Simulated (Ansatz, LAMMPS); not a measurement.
# Settings and their price: glassy 46SiO2-16Al2O3-16BaO-16Li2O-5Sc2O3 (mol %) (121 atoms)

Density of this cell: 3.14 g/cm³. The cell holds 121 atoms: 17 Si, 12 Al, 6 Ba, 12 Li, 4 Sc and 70 O. Its edges and angles: a = 11.676 Å, b = 11.676 Å, c = 11.676 Å, α = 90.0°, β = 90.0°, γ = 90.0°. 121 atoms (17 Si, 12 Al, 6 Ba, 12 Li, 4 Sc, 70 O) placed at random at 3.16 g/cm³, melted at 4000 K for 10 ps at fixed volume with the Morse and Coulomb pair potential with partial charges (Pedone, Malavasi, Menziani, Cormack and Segre, J. Phys. Chem. B 110, 11780 (2006)). Quenched from 4000 K to 300 K at 1000 K/ps and fixed volume, held 10 ps at zero pressure, then minimised at fixed cell.

Geometry: as built.

Reference run: Kohn-Sham DFT, PBE, PAW (set soft_2), plane waves (Ansatz 0.2.0), cutoff 420 eV, Γ point, gaussian smearing of 0.05 eV.

```
r.m.s. force component                           : 0.8297 eV/Å
pressure                                         : 5.135 GPa
gap (highest filled to lowest empty level) : 3.216 eV
SCF cycles                                       : 10
time                                             : 33 s on 8 threads of Arm Neoverse N1, shared host
```

Variants, in no order:
A. support functions medium, spacing 0.33 Å
B. support functions medium, spacing 0.275 Å
C. support functions medium

Q: Order the variants from the smallest to the largest r.m.s. change of the forces.

C, B, A.

```
                                     variant  Δ force, r.m.s. (meV/Å)  share of r.m.s. force (%)
                 C. support functions medium                    0.872                      0.105
B. support functions medium, spacing 0.275 Å                     5.80                      0.699
 A. support functions medium, spacing 0.33 Å                     58.9                       7.10
```

[Logs are printed without paths, hosts, clocks, repeated set-up lines and the standing remarks that a program may print on its own settings, such as how far it seeks lower states.]

[Hosts, paths, dates, database ids (printed as entryN), source tags and the programs' standing remarks are cut or masked in the printed files.]
